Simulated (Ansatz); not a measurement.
**What LiMgF3 (model cell, started as cubic perovskite with Mg in the octahedra) distorts into**

Wanted: the energy along a soft mode of LiMgF3 (model cell, started as cubic perovskite with Mg in the octahedra) and the structure at the end.

Main program and level: Ansatz 0.2.0; DFT PBEsol, scalar-relativistic, plane waves, PAW; PAW set soft_1.

Most raw output is cut from this account.

The structure was built from a prototype and need not be the compound's stable phase.

## (1) Set-up

It takes space group Pm-3m (No. 221, cubic). The conventional cell has a = 3.873 Å, b = 3.873 Å, c = 3.873 Å, α = 90.00°, β = 90.00°, γ = 90.00°. Nearest to Li lie 12 F at 2.74 Å. Nearest to Mg lie 6 F at 1.94 Å. Nearest to F lie 2 Mg at 1.94 Å. Farther neighbours and most contacts between anions are not listed.

As a file:

```cif
data_structure
_symmetry_space_group_name_H-M 'Pm-3m'
_symmetry_Int_Tables_number 221
_cell_length_a 3.8727
_cell_length_b 3.8727
_cell_length_c 3.8727
_cell_angle_alpha 90.000
_cell_angle_beta 90.000
_cell_angle_gamma 90.000
_cell_volume 58.08
loop_
_atom_site_label
_atom_site_type_symbol
_atom_site_symmetry_multiplicity
_atom_site_Wyckoff_symbol
_atom_site_fract_x
_atom_site_fract_y
_atom_site_fract_z
_atom_site_occupancy
Li1 Li 1 a 0.00000 0.00000 0.00000 1
Mg1 Mg 1 b 0.50000 0.50000 0.50000 1
F1 F 3 c 0.50000 0.50000 0.00000 1
```

## (2) Phonons on a q mesh

The cell comes from relaxations at this level that are not shown. Stability and thermal properties need the whole zone. Linear response on a 4×4×4 q mesh gives force constants as far as a supercell of that size would, and the tensors from the zone-centre run are typed in so that the long-range dipole term is interpolated apart.

Contents of input.yaml:

```yaml
crystal:
  lattice:
    - [3.8727366541, 0.0, 0.0]
    - [0.0, 3.8727366541, 0.0]
    - [0.0, 0.0, 3.8727366541]
  atoms:
    - { symbol: Li, position: [0.0, 0.0, 0.0] }
    - { symbol: Mg, position: [0.5, 0.5, 0.5] }
    - { symbol: F, position: [0.5, 0.5, 0.0] }
    - { symbol: F, position: [0.5, 0.0, 0.5] }
    - { symbol: F, position: [0.0, 0.5, 0.5] }
kpoints:
  mp_grid: { grid: [8, 8, 8] }
hamiltonian:
  xc: pbesol
  pseudopotentials: { kind: paw, azcp: { folder: soft_1 }, xc_functional: pbe }
scf:
  occupations: { method: fixed }
output:
  eigenvalues: true
phonons:
  method: dfpt
  qmesh: [4, 4, 4]
  temperatures: { t_max: 1000, t_step: 50 }
  qpath:
    path:
      - [[0.0, 0.0, 0.0], [0.0, 0.5, 0.0], [0.5, 0.5, 0.0], [0.0, 0.0, 0.0], [0.5, 0.5, 0.5], [0.0, 0.5, 0.0]]
      - [[0.5, 0.5, 0.5], [0.5, 0.5, 0.0]]
    npoints: 10
  non_analytic_term:
    high_frequency_dielectric_tensor: [[1.9891, 0.0, 0.0], [0.0, 1.9891, 0.0], [0.0, 0.0, 1.9891]]
    born_effective_charges:
      - { species: Li, tensor: [[1.2038, 0.0, 0.0], [0.0, 1.2038, 0.0], [0.0, 0.0, 1.2038]] }
      - { species: Mg, tensor: [[1.886, 0.0, 0.0], [0.0, 1.886, 0.0], [0.0, 0.0, 1.886]] }
      - { species: F, tensor: [[-0.9062, 0.0, 0.0], [0.0, -0.9062, 0.0], [0.0, 0.0, -1.2774]] }
      - { species: F, tensor: [[-0.9062, 0.0, 0.0], [0.0, -1.2774, 0.0], [0.0, 0.0, -0.9062]] }
      - { species: F, tensor: [[-1.2774, 0.0, 0.0], [0.0, -0.9062, 0.0], [0.0, 0.0, -0.9062]] }
    source: "zone-centre run at this cell"
```

Launch:

```console
$ ansatz run input.yaml --threads 8 --pin off --max-ram 16384MiB --backend cpu --events-out ev --progress --plain --runs-dir out
```

Run time: 2.1 min. Hardware: 8 threads of INTEL XEON PLATINUM 8581C at 2.30GHz (Emerald Rapids), shared host; peak memory 1.7 GiB.

Numbers from this step:

```yaml
gap_on_the_k_mesh: 5.882 eV
volume_per_atom: 11.62 Å³
sum_rule_residual_before_enforcement: 0.001278 eV/Å²
lowest_frequency_on_the_path: -228.2 cm⁻¹
point_group: m-3m
highest_frequency_on_the_path_or_at_a_solved_wavevector: 662.6 cm⁻¹
highest_optical_mode_at_the_zone_centre_no_lo_to_term: 572.2 cm⁻¹
lowest_optical_zone_centre_mode: -228.2 cm⁻¹
lowest_mode_on_the_q_mesh_acoustic_modes_at_gamma_apart: -228.2 cm⁻¹
```

Frequencies (cm⁻¹) solved at each irreducible wavevector; negative means imaginary. Frequencies by wavevector, by row:

```
q in reciprocal lattice units  star  mode 1  mode 2  mode 3  mode 4  mode 13  mode 14  mode 15
                        0 0 0     1  -228.2  -228.2  -228.2       0    572.2    572.2    572.2
                     0 0 0.25     6  -220.2  -220.2    38.3    38.3    571.3    571.3    622.9
                     0 0 -0.5     3  -211.6  -211.6    -4.8    -4.8    534.4    570.5    570.5
                  0 0.25 0.25    12  -216.9  -210.5   -77.3   -71.6    528.3    570.5    625.5
                  0 0.25 -0.5    12  -209.1    -199  -135.8  -104.2    480.6    569.6    585.6
                  0 -0.5 -0.5     3  -203.1  -203.1  -182.8  -161.7      479    546.1    568.8
               0.25 0.25 0.25     8  -215.1  -215.1   -93.1   -85.2    527.4    527.4    627.5
               0.25 0.25 -0.5    12  -213.1  -196.6  -170.4  -122.5    469.6    526.4    601.1
               0.25 -0.5 -0.5     6  -206.6  -206.6    -200    -162    458.8    497.5    583.3
               -0.5 -0.5 -0.5     1    -214    -214    -214  -162.4    436.8    436.8    569.8
```

Interpolated from a 4×4×4 q mesh, with the LO-TO term (at Γ the limit along the path; where Γ stands inside the path, tables give the limit on arrival). Phonon branches along the path, in cm⁻¹:

```
    point  branch 1  branch 2  branch 3  branch 4  branch 12  branch 13  branch 14  branch 15
        Γ      -228      -228         0         0        334        572        572        663
  halfway      -220      -220        38        38        374        571        571        623
        X      -212      -212        -5        -5        481        534        570        570
  halfway      -209      -199      -136      -104        480        481        570        586
        M      -203      -203      -183      -162        479        479        546        569
  halfway      -217      -210       -77       -72        376        528        570        626
        Γ      -228      -228         0         0        334        572        572        663
  halfway      -215      -215       -93       -85        381        527        527        628
        R      -214      -214      -214      -162        437        437        437        570
  halfway      -213      -197      -170      -122        469        470        526        601
        X      -212      -212        -5        -5        481        534        570        570
jump to R      -214      -214      -214      -162        437        437        437        570
  halfway      -207      -207      -200      -162        459        459        498        583
        M      -203      -203      -183      -162        479        479        546        569
```

Symmetry leaves 10 wavevectors to solve. The lowest mode among them, the acoustic zeros apart, lies at Γ and is imaginary, 228.2i cm⁻¹, so the energy falls along it.

## (3) The mode frozen in, largest atomic shift 0 Å

The mode followed lies at Γ with frequency 228.2i cm⁻¹ and is 3-fold degenerate, the softest among the wavevectors solved. At small amplitude the distorted cell has space group no. 160 by a symmetry search on the positions. The undistorted cell that holds it gives the zero of energy on the same k mesh.

input.yaml, the sections that differ from step 2:

```yaml
scf:
  occupations: { method: gaussian, width: 0.02 }
output:
  forces: true
  stress: true
  eigenvalues: true
# crystal, kpoints, hamiltonian: as in step 2
# phonons: removed
```

Elapsed: 0.37 s, on 8 threads; peak memory 0.39 GiB; 1.7 s of CPU time.

This step gave:

- pressure: -0.007339 GPa
- energy from the undistorted cell: 0 meV/atom

At this level the gap is 5.88 eV on the k-mesh of the self-consistent run, which can miss the band edges.

## (4) The mode frozen in, largest atomic shift 0.6 Å

The atoms are moved along the unstable eigenvector, the largest shift by 0.6 Å, with the cell fixed.

input.yaml, the sections that differ from step 3:

```yaml
crystal:
  lattice:
    - [3.8727366541, 0.0, 0.0]
    - [0.0, 3.8727366541, 0.0]
    - [0.0, 0.0, 3.8727366541]
  atoms:
    - { symbol: Li, position: [0.0894484166, -0.0894484166, -0.0894484166] }
    - { symbol: Mg, position: [0.502722594, 0.497277406, 0.497277406] }
    - { symbol: F, position: [0.4824434872, 0.5175565128, 0.0010449952] }
    - { symbol: F, position: [0.4824434872, 0.0010449952, 0.5175565128] }
    - { symbol: F, position: [-0.0010449952, 0.5175565128, 0.5175565128] }
# kpoints, hamiltonian, scf, output: as in step 3
```

Run time: 0.73 s. Hardware: 8 threads; peak memory 0.48 GiB.

This step gave:

```yaml
pressure: 0.9611 GPa
gap_on_the_k_mesh: 6.101 eV
energy_from_the_undistorted_cell: -48.47 meV/atom
```

The energy, extrapolated to zero smearing, is -48.47 meV/atom against the undistorted cell.

The run ends at a pressure of 0.96 GPa, with forces up to 0.48 eV/Å.

## (5) Energy along the mode, all amplitudes (two of the runs are shown above)

An imaginary frequency means negative curvature, so the energy should fall and then rise again as anharmonic terms take over.

This step gave:

```yaml
depth_at_the_lowest_point_sampled: 48.47 meV/atom
largest_atomic_shift_at_that_point: 0.6 Å
```

Energy from the parent against largest atomic shift:

```
largest atomic shift (Å)  energy from the parent (meV/atom)
                   0.000                                  0
                   0.040                             -0.258
                   0.080                              -1.03
                   0.140                              -3.14
                   0.220                              -7.67
                   0.320                              -15.9
                   0.450                              -29.9
                   0.600                              -48.5
```

Displacement at unit largest shift by atom:

```
atom   x (Å)   y (Å)   z (Å)   size
 Li1   0.577  -0.577  -0.577  0.999
 Mg2   0.018  -0.018  -0.018  0.031
  F3  -0.113   0.113   0.007  0.160
  F4  -0.113   0.007   0.113  0.160
  F5  -0.007   0.113   0.113  0.160
```

The lowest of the steps tried is the last one, at 0.6 Å, 48.5 meV/atom below the parent; the bottom of the well need not coincide with a step.

## (6) Relaxing from the distorted cell

Starting from the lowest point found, all atoms and the cell are let go, so that strain and other modes of the same symmetry can join in.

input.yaml: that of step 4 with these lines changed.

```diff
@@ -17,3 +17,3 @@
 scf:
-  occupations: { method: gaussian, width: 0.02 }
+  occupations: { method: fixed }
 output:
@@ -22 +22,10 @@
   eigenvalues: true
+  write_density: true
+  write_potential: true
+  elf: true
+  volumetric_format: npy
+relax:
+  adjacent_minimum: "off"
+  f_tol: 0.002
+  max_steps: 120
+  cell: { stress_tol: 0.03 }
```

It took 11 s on 8 threads; peak memory 0.55 GiB.

Step by step:

```
step  energy less that of the first step (eV)  largest force component (eV/Å)  pressure (GPa)  volume (Å³)
   1                                   0.0000                          0.2792            0.96        58.08
   2                                  -0.0523                          0.2715            0.46        58.68
   3                                  -0.1516                          0.2200            1.19        59.41
   4                                  -0.1575                          0.1052           -0.24        61.33
   5                                  -0.1634                          0.0276           -0.33        60.91
   6                                  -0.1646                          0.0179            0.17        60.59
   7                                  -0.1644                          0.0039           -0.02        60.75
   8                                  -0.1644                          0.0011            0.01        60.73
  9*                                  -0.1750                          0.0006            0.34        60.73
  10                                  -0.1750                          0.0044            0.05        61.04
  11                                  -0.1749                          0.0041            0.01        61.08
  12                                  -0.1749                          0.0001            0.00        61.09
 13*                                  -0.1757                          0.0001            0.01        61.09
  14                                  -0.1757                          0.0000            0.00        61.11
 15*                                  -0.1757                          0.0000            0.00        61.11
```

Relaxation steps marked * repeat the geometry before them on a plane-wave basis chosen anew for their cell, so energy and pressure can jump there.

The run keeps the 6 symmetry operations that it works with, so distortions that break them were not tested.

```
conventional cell, symmetrised  before  after  change
                         a (Å)   5.477  5.479  +0.0 %
                         b (Å)   5.477  5.479  +0.0 %
                         c (Å)   6.708  7.051  +5.1 %
              volume (Å³/atom)   11.62  12.22  +5.2 %
```

The atoms that moved most (Å, as changes of fractional coordinates times the final cell):

```
atom      dx      dy      dz  length
 Li1   0.193  -0.193  -0.193   0.334
  F4  -0.076   0.031   0.076   0.112
  F5  -0.031   0.076   0.076   0.112
  F3  -0.076   0.076   0.031   0.112
 Mg2  -0.009   0.009   0.009   0.016
```

This step gave:

| Property | Result |
| --- | --- |
| pressure | 7.98e-5 GPa |
| gap on the k-mesh | 6.198 eV |
| volume per atom | 12.22 Å³ |

Valence density in the ac plane at fractional y = 0.500, with atoms of Mg and F within 0.2 Å of it. It is the smooth field of the valence electrons, not physical close to the nuclei.

Ten steps, logarithmic in the rise over the least value, from '0' (0 e/Å³) to '9' (26 e/Å³), each cell a mean:
```
00013676520000
00012454310000
11001222100001
32100111100122
54210134311235
76421478731357
86421699841357
65311589731246
33100256410123
11000112100011
00001122110000
00002344310000
00013577521000
00014687631000
```
Columns run along a (3.9 Å), rows up along c (3.9 Å). Atoms in or near the plane, at fractional coordinates: Mg at (0.50, 0.50), F at (0.46, 0.01), F at (0.99, 0.54).

Electrostatic potential energy in the ac plane at fractional y = 0.500, with atoms of Mg and F within 0.2 Å of it. With pseudopotentials it is smooth inside the atoms' cores, unlike the true potential.

Ten even steps from '_' (-71 eV) to '@' (8 eV), each cell a mean:
```
@@@@@@@@%%++====**@@@@@@@@@@
@@@@@@@@@@##****%%@@@@@@@@@@
@@@@@@@@@@@@@@@@@@@@@@@@@@@@
%%@@@@@@@@@@%%%%%%@@@@@@@@@@
++**@@@@%%##++==++##@@@@##**
--==##@@%%==..__..++%%%%++==
--==##@@##::______==%%%%++--
++**%%@@##--____..++%%@@##++
%%@@@@@@%%**--::==##@@@@@@%%
@@@@@@@@@@%%####%%%%@@@@@@@@
@@@@@@@@@@@@%%%%@@@@@@@@@@@@
@@@@@@@@@@%%****%%@@@@@@@@@@
@@@@@@@@%%++====**@@@@@@@@@@
@@@@@@@@##==----++@@@@@@@@@@
```
Columns run along a (3.9 Å; values clipped at the 3rd and 97th percentile), rows up along c (3.9 Å). Atoms in or near the plane, at fractional coordinates: Mg at (0.50, 0.50), F at (0.46, 0.01), F at (0.99, 0.54).

ELF in the ac plane at fractional y = 0.500, with atoms of Mg and F within 0.2 Å of it. It is the smooth field of the valence electrons, not physical close to the nuclei.

Ten even steps from '_' (0.01) to '@' (0.80), each cell a mean:
```
____..++@@@@%%@@@@%%==______
..____--##@@@@@@@@**::____..
++--..__--**##**++::__..--++
@@%%==..__......______--##@@
@@@@%%--____::::::__..**@@@@
##@@@@++__::------::::%%@@%%
##@@@@++..--::..--::::%%@@%%
@@@@%%--__----::--::..##@@@@
@@@@**::__..----::__..++%%@@
**++::______....______::++**
::..__..--++****++--____..::
______--##@@@@@@@@##::______
____::**@@@@%%@@@@%%++..____
____--##@@@@##%%@@@@++..____
```
Columns run along a (3.9 Å), rows up along c (3.9 Å). Atoms in or near the plane, at fractional coordinates: Mg at (0.50, 0.50), F at (0.46, 0.01), F at (0.99, 0.54).

The distorted start has space group R3m; the relaxation ends in R3m.

## (7) The new phase in its own primitive cell

The relaxed structure is symmetrised, reduced to its primitive cell and relaxed tightly, as its phonons need.

Contents of input.yaml:

```yaml
crystal:
  lattice:
    - [2.7395749918, 1.581694359, 2.3502848342]
    - [-2.7395749918, 1.581694359, 2.3502848342]
    - [0.0, -3.163388718, 2.3502848342]
  atoms:
    - { symbol: Li, position: [0.1368885733, 0.1368885733, 0.1368885733] }
    - { symbol: Mg, position: [0.5004068269, 0.5004068269, 0.5004068269] }
    - { symbol: F, position: [0.4635210134, 0.9916755627, 0.4635210134] }
    - { symbol: F, position: [0.9916755627, 0.4635210134, 0.4635210134] }
    - { symbol: F, position: [0.4635210134, 0.4635210134, 0.9916755627] }
kpoints:
  mp_grid: { grid: [6, 6, 6] }
hamiltonian:
  xc: pbesol
  pseudopotentials: { kind: paw, azcp: { folder: soft_1 }, xc_functional: pbe }
scf:
  occupations: { method: fixed }
output:
  forces: true
  stress: true
  eigenvalues: true
relax:
  adjacent_minimum: "off"
  f_tol: 0.001
  max_steps: 60
  cell: { stress_tol: 0.01 }
```

It took 1 s on 8 threads; peak memory 0.47 GiB; 6.1 s of CPU time.

Little changed from the start: no atom moved by 0.005 Å and no cell edge by 0.1 %.

This step gave:

| Item | Value |
| --- | --- |
| pressure | -2.65e-4 GPa |
| direct gap on mesh | 6.705 eV |

The largest force component left is 0.079 meV/Å and the pressure is 0.000 GPa, within the tolerances set. The cell now holds 12.22 Å³/atom.

(Part 1 of 2 ends here.)

[Logs are printed without paths, hosts, clocks, repeated set-up lines and the standing remarks that a program may print on its own settings, such as how far it seeks lower states.]

[Hosts, paths, dates, database ids (printed as entryN), source tags and the programs' standing remarks are cut or masked in the printed files.]
